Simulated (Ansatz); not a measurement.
# GeH6CBr3N (CH3NH3GeBr3): the dielectric response by several routes

Wanted: ε∞ of GeH6CBr3N (CH3NH3GeBr3) from perturbation theory and the RPA step of G0W0, with cost.

Program: Ansatz 0.2.0. Level of theory: linear response on PBEsol, plane waves, PAW. Results are calculated unless marked as measured.

The structure was built from a prototype and need not be the compound's stable phase.

In doubt: the program warns that the response may not be converged on this k-mesh, which bears on dielectric and field responses.

### 1. Starting point

The cell holds 12 atoms: 1 C, 1 N, 6 H, 1 Ge and 3 Br. Cell: a = 5.561 Å, b = 5.656 Å, c = 5.550 Å, α = 91.0°, β = 90.0°, γ = 82.5°.

Structure file:

```
C N H Ge Br
1.0
     5.54915    0.36908    0.00198
     0.36908    5.64361   -0.04955
     0.00198   -0.04955    5.54969
C N H Ge Br
1 1 6 1 3
Direct
  0.92853 0.91189 0.00345
  0.08319 0.10485 0.99696
  0.04617 0.74025 0.00538
  0.19318 0.08982 0.84357
  0.81279 0.92186 0.84276
  0.97699 0.27000 0.99475
  0.81608 0.93394 0.16695
  0.19551 0.10091 0.14772
  0.51267 0.51084 0.47902
  0.51909 0.47448 0.01863
  0.43860 0.97080 0.49646
  0.96675 0.46952 0.50402
```

The structure was relaxed with PBEsol-D3(BJ). The runs that relaxed it are not among those shown. The default PAW set here is soft_2. Its files were made with PBE.

### 2. Response to a homogeneous field

The response to a uniform field gives ε∞, a yardstick for the screening that GW builds on its mesh.

This step: dielectric response by perturbation theory, PBEsol, plane waves, PAW.

Contents of input.yaml:

```yaml
crystal:
  lattice:
    - [5.5491456038, 0.3690801251, 0.0019814122]
    - [0.3690801251, 5.6436113835, -0.0495487783]
    - [0.0019814122, -0.0495487783, 5.5496881284]
  atoms:
    - { symbol: C, position: [0.9285284086, 0.9118907512, 1.0034534507] }
    - { symbol: "N", position: [0.0831890171, 0.1048511975, -0.0030436593] }
    - { symbol: H, position: [1.0461709627, 0.7402467279, 1.005384829] }
    - { symbol: H, position: [0.1931807646, 1.0898222514, 0.8435747825] }
    - { symbol: H, position: [0.8127927411, -0.0781405628, 0.8427623118] }
    - { symbol: H, position: [-0.0230126089, 0.2699994338, -0.0052505469] }
    - { symbol: H, position: [0.8160787674, -0.0660614239, 0.1669512405] }
    - { symbol: H, position: [0.195510254, 1.1009130436, 0.1477181839] }
    - { symbol: Ge, position: [0.5126670865, 0.5108398649, 0.4790207983] }
    - { symbol: Br, position: [0.5190946355, 0.474484955, 0.0186309937] }
    - { symbol: Br, position: [0.4386024672, -0.0291984139, 0.4964633399] }
    - { symbol: Br, position: [-0.0332494532, 0.4695164188, 0.5040208673] }
kpoints:
  mp_grid: { grid: [4, 4, 4] }
hamiltonian:
  xc: pbesol
scf:
  occupations: { method: fixed }
dielectric: {}
```

Run with:

```console
ansatz run input.yaml --threads 3 --pin off --max-ram 92160MiB --backend cuda --events-out ev --progress --plain --runs-dir out --devices 1 --max-vram 13GiB  # rebuilt from the run's record
```

Numbers of over 12 decimals in the logs are rounded to 6 here.

Log:

```text
GPUs: using 1 of 1 available (devices: 1).
Engine: ansatz 0.2.0, x86_64-unknown-linux-gnu
Pseudopotentials: kind: paw
Pseudopotential: C, paw, valence charge 4, recommended cutoff 420 eV (normal), C.paw.azcp
Pseudopotential: N, paw, valence charge 5, recommended cutoff 420 eV (normal), N.paw.azcp
Pseudopotential: H, paw, valence charge 1, recommended cutoff 420 eV (normal), H.paw.azcp
Pseudopotential: Ge, paw, valence charge 14, recommended cutoff 420 eV (normal), Ge.paw.azcp
Pseudopotential: Br, paw, valence charge 7, recommended cutoff 420 eV (normal), Br.paw.azcp
Functional definition: PBEsol
  exchange = pbesol_x
  correlation = pbesol_c
device memory: the entry about to start is reckoned to put 2.4 GiB on a device that reports 58.2 GiB free (of which the cap on the GPU budget leaves the run 13.0 GiB)
GPU FFT provider: cuFFT
GPU libraries: cuBLAS 13.8.2, cuFFT 12.4.0, cuSOLVER 12.3.4
Crystal: 12 atoms, lattice volume = 173.031 Å³
Basis set: ecut = 420 eV, 3387 PW (Γ), exchange–correlation on 80×80×80 points (8 copies of the dense FFT grid, shifted against one another)
Bands: 37, of which v1, the nominal top of the filled ones, is band 25 counted from 1 (24 counted from 0)
Symmetry: 1 space group operations
k-points: 36 of 64 (time reversal used)
Non-local potential: C, projectors of the file, l = 0: 2, l = 1: 2, l = 2: 1
Non-local potential: N, projectors of the file, l = 0: 2, l = 1: 2, l = 2: 1
Non-local potential: H, projectors of the file, l = 0: 2, l = 1: 1
Non-local potential: Ge, projectors of the file, l = 0: 2, l = 1: 2, l = 2: 3, l = 3: 1
Non-local potential: Br, projectors of the file, l = 0: 2, l = 1: 2, l = 2: 2
PAW form: soft (Blöchl's): semilocal exchange-correlation on the pseudo side does not see the compensation charge
PAW frozen core: C, regenerated for the run's functional, and the local potential with it (the file was generated under x = pbe(κ = 0.804, μ = 0.219515), c = pbe(β = 0.066725))
PAW frozen core: N, regenerated for the run's functional, and the local potential with it (the file was generated under x = pbe(κ = 0.804, μ = 0.219515), c = pbe(β = 0.066725))
PAW frozen core: Ge, regenerated for the run's functional, and the local potential with it (the file was generated under x = pbe(κ = 0.804, μ = 0.219515), c = pbe(β = 0.066725))
PAW frozen core: Br, regenerated for the run's functional, and the local potential with it (the file was generated under x = pbe(κ = 0.804, μ = 0.219515), c = pbe(β = 0.066725))
PAW one-centre angular grid: C, 110 points (default); XC on 64 Gauss nodes
PAW one-centre angular grid: N, 110 points (default); XC on 64 Gauss nodes
PAW one-centre angular grid: H, 110 points (default); XC on 64 Gauss nodes
PAW one-centre angular grid: Ge, 590 points (default); XC on 64 Gauss nodes
PAW one-centre angular grid: Br, 110 points (default); XC on 64 Gauss nodes
Initial density: superposition of atomic densities (neutral atoms: chi_scale 0, normalization atom), corrected by the library's trained network
Initial wavefunctions: pseudopotential atomic-orbital guess
GPU buffer pool allocated for 64000 grid points (all kernels)
GPU transforms: local potential and band sums: pruned to the plane-wave sphere, on 40×40×40
Functional: x = pbesol(κ = 0.804, μ = 0.123457), c = pbesol(β = 0.046)
SCF iter   1: F=—  HF=-13187.333446 eV  |F-HF|=—  |Δ(HF+E_count)|=         —  Δρ=3.92e-3  dr2=2.05e-2  ethr=1.77e-3  ⟨swp⟩=5.8  Hψ=5152  notcnv=0  defer=358
preconditioner: auto → Resta (q_TF=auto, 2.218 Å⁻¹)  ε∞=2.9  [insulator: Δε(μ)=1.033 eV  Ē_g=12.488 eV  n_scr=26 (ndim 8)  ℏωp=17.4 eV  f_vac=0.035  ε∞_Penn≈2.9]
SCF iter   2: F=—  HF=-13187.330224 eV  |F-HF|=—  |Δ(HF+E_count)|=   3.22e-3  Δρ=2.02e-3  dr2=5.31e-3  ethr=4.10e-5  ⟨swp⟩=2.0  Hψ=2249  notcnv=0  defer=360
SCF iter   3: F=—  HF=-13187.329972 eV  |F-HF|=—  |Δ(HF+E_count)|=   2.52e-4  Δρ=5.33e-4  dr2=5.80e-4  ethr=1.06e-5  ⟨swp⟩=2.0  Hψ=1816  notcnv=0  defer=360
SCF iter   4: F=—  HF=-13187.329915 eV  |F-HF|=—  |Δ(HF+E_count)|=   5.71e-5  Δρ=1.45e-4  dr2=4.52e-5  ethr=1.16e-6  ⟨swp⟩=2.7  Hψ=2327  notcnv=0  defer=358
SCF iter   5: F=—  HF=-13187.330015 eV  |F-HF|=—  |Δ(HF+E_count)|=   1.00e-4  Δρ=5.90e-5  dr2=7.18e-6  ethr=9.04e-8  ⟨swp⟩=2.8  Hψ=2116  notcnv=0  defer=338
SCF iter   6: F=—  HF=-13187.329903 eV  |F-HF|=—  |Δ(HF+E_count)|=   1.11e-4  Δρ=1.74e-5  dr2=6.18e-7  ethr=1.44e-8  ⟨swp⟩=2.0  Hψ=1980  notcnv=0  defer=269
SCF iter   7: F=—  HF=-13187.329904 eV  |F-HF|=—  |Δ(HF+E_count)|=   8.49e-7  Δρ=5.86e-6  dr2=8.79e-8  ethr=1.24e-9  ⟨swp⟩=2.0  Hψ=1978  notcnv=0  defer=270
SCF iter   8: F=—  HF=-13187.329904 eV  |F-HF|=—  |Δ(HF+E_count)|=   1.24e-7  Δρ=3.44e-6  dr2=1.88e-8  ethr=1.76e-10  ⟨swp⟩=2.0  Hψ=1993  notcnv=0  defer=271
SCF iter   9: F=—  HF=-13187.329904 eV  |F-HF|=—  |Δ(HF+E_count)|=   6.37e-9  Δρ=9.74e-7  dr2=1.71e-9  ethr=3.77e-11  ⟨swp⟩=2.0  Hψ=1989  notcnv=0  defer=272
SCF iter  10: F=—  HF=-13187.329904 eV  |F-HF|=—  |Δ(HF+E_count)|=   1.40e-9  Δρ=2.18e-7  dr2=1.09e-10  ethr=3.42e-12  ⟨swp⟩=2.0  Hψ=1981  notcnv=0  defer=272
SCF iter  11: F=-13187.329904 eV  HF=-13187.329904 eV  |F-HF|=5.46e-12  |Δ(HF+E_count)|=  5.28e-11  Δρ=5.07e-8  dr2=5.21e-12  ethr=1.00e-12  ⟨swp⟩=11.9  Hψ=6696  notcnv=0
SCF 1 converged in 11 iterations: F = -13187.329904 eV  dr2 = 5.21e-12
  greatest PAW one-centre occupation: 0.999 electrons in one spin orbital (limit 2), on the Ge atom at site 8 (counted from 0), in its partial waves of l = 2
the response reads at least the filled bands of the reference SCF and the lowest empty band at each k-point, and that SCF's band table does not vouch for those bands. The notice of the band table in this run's record says why
device memory: the entry about to start is reckoned to put 0.1 GiB (of the 0.1 GiB reckoned in all, the device holds 0.1 GiB already) on a device that reports 58.1 GiB free (of which the cap on the GPU budget leaves the run 12.9 GiB)
device memory: the entry about to start is reckoned to put 1.8 GiB (of the 1.9 GiB reckoned in all, the device holds 0.1 GiB already) on a device that reports 58.1 GiB free (of which the cap on the GPU budget leaves the run 12.9 GiB)
DFPT response loops at Γ: preconditioner auto → Resta (q_TF=auto, 2.218 Å⁻¹)  ε∞=7.6 (no band partly filled); β = 1.00, the filter's whole step (`scf.mixing.beta` (0.50) is not read by the response loops at its default; to damp them type it under 1.00, their step now; it binds the ground state too); Broyden in place of MSR1
── the response to a field inside a basis, on 8×8×8 k-points: an SCF that follows is theirs, and a resumed run solves both again ──
device memory: the entry about to start is reckoned to put 1.3 GiB on a device that reports 54.5 GiB free (of which the cap on the GPU budget leaves the run 12.9 GiB)
GPU FFT provider: cuFFT
GPU libraries: cuBLAS 13.8.2, cuFFT 12.4.0, cuSOLVER 12.3.4
Bands: 26, of which v1, the nominal top of the filled ones, is band 25 counted from 1 (24 counted from 0)
k-points: 256
Initial density: handed on by an earlier stage of this run
Initial wavefunctions: pseudopotential atomic-orbital guess (no wavefunctions were taken with the density)
GPU buffer pool allocated for 64000 grid points (all kernels)
GPU transforms: band sums: pruned to the plane-wave sphere, on 40×40×40
Eigensolver: Dense (256 Hₖ)
SCF iter   1: F=—  HF=-13187.326119 eV  |F-HF|=—  |Δ(HF+E_count)|=         —  Δρ=5.86e-4  dr2=4.13e-4  ethr=1.00e-1
preconditioner: auto → Resta (q_TF=auto, 2.218 Å⁻¹)  ε∞=4.6  [insulator: Δε(μ)=1.154 eV  Ē_g=9.183 eV  n_scr=26 (ndim 8)  ℏωp=17.4 eV  f_vac=0.030  ε∞_Penn≈4.6]
SCF iter   2: F=—  HF=-13187.326076 eV  |F-HF|=—  |Δ(HF+E_count)|=   4.35e-5  Δρ=3.00e-4  dr2=9.48e-5  ethr=8.26e-7
SCF iter   3: F=—  HF=-13187.326076 eV  |F-HF|=—  |Δ(HF+E_count)|=   4.27e-7  Δρ=4.14e-5  dr2=2.94e-6  ethr=1.90e-7
SCF iter   4: F=—  HF=-13187.326077 eV  |F-HF|=—  |Δ(HF+E_count)|=   5.90e-7  Δρ=1.43e-5  dr2=4.31e-7  ethr=5.88e-9
SCF iter   5: F=-13187.326077 eV  HF=-13187.326077 eV  |F-HF|=1.08e-8  |Δ(HF+E_count)|=   1.32e-7  Δρ=5.41e-6  dr2=7.05e-8  ethr=8.62e-10
SCF 1 converged in 5 iterations: F = -13187.326077 eV  dr2 = 7.05e-8
  greatest PAW one-centre occupation: 0.998 electrons in one spin orbital (limit 2), on the Ge atom at site 8 (counted from 0), in its partial waves of l = 2
device memory: the entry about to start is reckoned to put 0.1 GiB (of the 1.1 GiB reckoned in all, the device holds 1.0 GiB already) on a device that reports 46.8 GiB free (of which the cap on the GPU budget leaves the run 12.4 GiB)
device memory: the entry about to start is reckoned to put 6.9 GiB on a device that reports 48.8 GiB free (of which the cap on the GPU budget leaves the run 12.8 GiB)
DFPT response loops at Γ: preconditioner auto → Resta (q_TF=auto, 2.218 Å⁻¹)  ε∞=7.2 (no band partly filled); β = 1.00, the filter's whole step (`scf.mixing.beta` (0.50) is not read by the response loops at its default; to damp them type it under 1.00, their step now; it binds the ground state too); Broyden in place of MSR1
WARN: field response: inside a basis, on 8×8×8 points, no mesh in reach settles it: take ε∞, Z* and everything formed from them with what they may err, as stated (eps_inf_uncertainty, zstar_uncertainty_e), and compare with field_mesh: kpoints on a denser kpoints.mp_grid
SCF converged after 11 iterations
Free energy (F): -13187.329904 eV
Harris-Foulkes:  -13187.329904 eV  (|F-HF|=5.46e-12)
Internal energy: -13187.329904 eV  (E = F + TS)
E sigma→0 (E₀):  -13187.329904 eV
Fermi energy:    3.597042 eV
--- Per-component energies (eV) ---
  E_band       = -371.359774
  E_kinetic    = 813.908675
  E_local      = -4294.912781  (includes V_loc(G=0)·N_el)
  E_nonlocal   = 709.817115
  E_hartree    = 1672.593601
  E_xc         = -1017.735211
  E_vxc        = -577.486908  (∫ρ·V_xc dr)
  E_paw        = -8803.569260  (= ΣΔE_a)
  E_vpaw       = -367.865915  (= ΣTr[D̂ρ^β])
  E_aug_tail   = -0.007175  (compensation charges beyond the density's cutoff)
  E_ewald      = -2268.668815
  E_core_change = 1.243947  (= ΣΔE_core)
  E_smearing   = -0.000000  (= −TS)
  E_closure    = 0.000000  (closes the sum)
  Σ components = -13187.329904   (vs F -13187.329904, Δ=0.00e0)
--- Band table (eV; the first three rows and the last of 36) ---
  k-point 0: bands = [... 21 lower, 1.2009, 1.2363, 1.3345, 1.5755, 6.9138, 7.5589, 8.0711, 8.3030, ... 8 higher]
  k-point 1: bands = [... 21 lower, 1.0271, 1.1233, 1.5193, 1.5489, 7.1455, 7.4551, 7.5411, 8.3684, ... 8 higher]
  k-point 2: bands = [... 21 lower, 1.0358, 1.3478, 1.4886, 2.0165, 5.5437, 7.4171, 8.4369, 8.5360, ... 8 higher]
  k-point 35: bands = [... 21 lower, 1.4919, 1.7498, 1.7681, 3.5970, 4.6332, 4.7744, 5.0306, 8.1260, ... 8 higher]
--- Dielectric response (ions clamped): 3 representative field directions + reference, inside a basis on a mesh of 512 k-points (Σ response iterations 18) ---
  ε∞ (high-frequency dielectric tensor):
        5.604272     0.048495     0.037666
        0.048495     5.322394     0.004649
        0.037666     0.004649     5.918655
  Born effective charges Z* (e; rows j = field, columns β = displacement):
    site 0:
         0.14458    0.28074   -0.01813
         0.28138    0.29580   -0.01686
        -0.00940   -0.01982   -0.05632
    site 1:
        -0.76159    0.08628    0.03985
         0.10176   -0.53223    0.01219
         0.05092   -0.02327   -0.87883
    site 2:
         0.15571   -0.03991    0.00906
         0.01904    0.00746   -0.00074
         0.02527   -0.00619    0.18839
    site 3:
         0.52759   -0.13731   -0.36978
        -0.17862    0.30527    0.18903
        -0.33777    0.09928    0.85093
    site 4:
         0.11273   -0.01534    0.01629
        -0.04386    0.10837    0.04324
         0.01225    0.06370    0.12870
    site 5:
         0.56168   -0.26444   -0.00852
        -0.23304    0.41978   -0.00396
        -0.06763    0.01941    0.42948
    site 6:
         0.13128   -0.01403   -0.02300
        -0.03279    0.10938   -0.04765
        -0.03928   -0.05417    0.07102
    site 7:
         0.52104   -0.12165    0.32664
        -0.16147    0.33600   -0.18284
         0.30954   -0.07038    0.67948
    site 8:
         3.62143   -0.12751    0.11502
        -0.12616    3.27058    0.16191
         0.08801    0.18910    3.98336
    site 9:
        -0.69275    0.03931   -0.02991
         0.08241   -0.53058   -0.12976
         0.09164   -0.14226   -3.98792
    site 10:
        -0.62393    0.29873    0.01869
         0.16422   -3.36877   -0.02486
         0.03230   -0.05293   -0.77089
    site 11:
        -3.69777    0.01514   -0.07622
         0.12711   -0.42106    0.00029
        -0.15584   -0.00248   -0.63740
  Z* charge neutrality: 1.063e-2 e pre-enforcement
  solved inside a basis spanned on kpoints, on 8×8×8 k-points transformed towards the longest dipole, which do not settle them: ε∞ is read to err by 6.2e-2, Z* by 1.3e-1 e (field_mesh: kpoints solves on kpoints); Z* is corrected for what the basis lacks
```

It took 96 s on 1 × NVIDIA H100 80GB HBM3 (shared by 6 runs) with 3 threads of AMD EPYC 7R13 (Zen 3), shared host; peak memory 6.7 GiB.

In the SCF lines HF is the Harris–Foulkes energy and dr2 the Hartree energy of the density residual, in eV; the loop may stop once dr2 is under the threshold and the program's other checks hold. Hψ counts applications of the Hamiltonian.

This step gave:

```yaml
stated_error_of_eps_infinity: 0.062
```

One over ε∞ averages 0.18, somewhat under the quarter of exact exchange in PBE0.

High-frequency dielectric tensor:

```
5.60 0.05 0.04
0.05 5.32 0.00
0.04 0.00 5.92
```

Born effective charge (e), principal values of the symmetric part by kind of site:

```
atom  atoms with these values    low  middle   high   mean
  C1                        1  -0.07   -0.06   0.51   0.13
  N2                        1  -0.90   -0.78  -0.50  -0.72
  H3                        1   0.01    0.15   0.20   0.12
  H4                        1   0.22    0.33   1.13   0.56
  H5                        1   0.05    0.13   0.17   0.12
  H6                        1   0.23    0.43   0.75   0.47
  H7                        1   0.02    0.14   0.15   0.10
  H8                        1   0.24    0.31   0.98   0.51
 Ge9                        1   3.18    3.66   4.04   3.63
Br10                        1  -3.99   -0.71  -0.51  -1.74
Br11                        1  -3.39   -0.77  -0.60  -1.59
Br12                        1  -3.70   -0.63  -0.42  -1.59
```

In full for H7:

```
 0.13 -0.01 -0.02
-0.03  0.11 -0.05
-0.04 -0.05  0.07
```

(Continued in part 2 of 2.)

[Paths, hosts, dates, memory and timing lines, banners, echoed tables and standing remarks are left out of the program output.]

[Logs are printed without paths, hosts, clocks, repeated set-up lines and the standing remarks that a program may print on its own settings, such as how far it seeks lower states.]

[Runs of the session that timed out or met a known fault of the program may be left out.]

[Cells called generated may have been cut or substituted from an entry of the Crystallography Open Database or the Materials Project.]

[Hosts, paths, dates, database ids (printed as entryN), source tags and the programs' standing remarks are cut or masked in the printed files.]
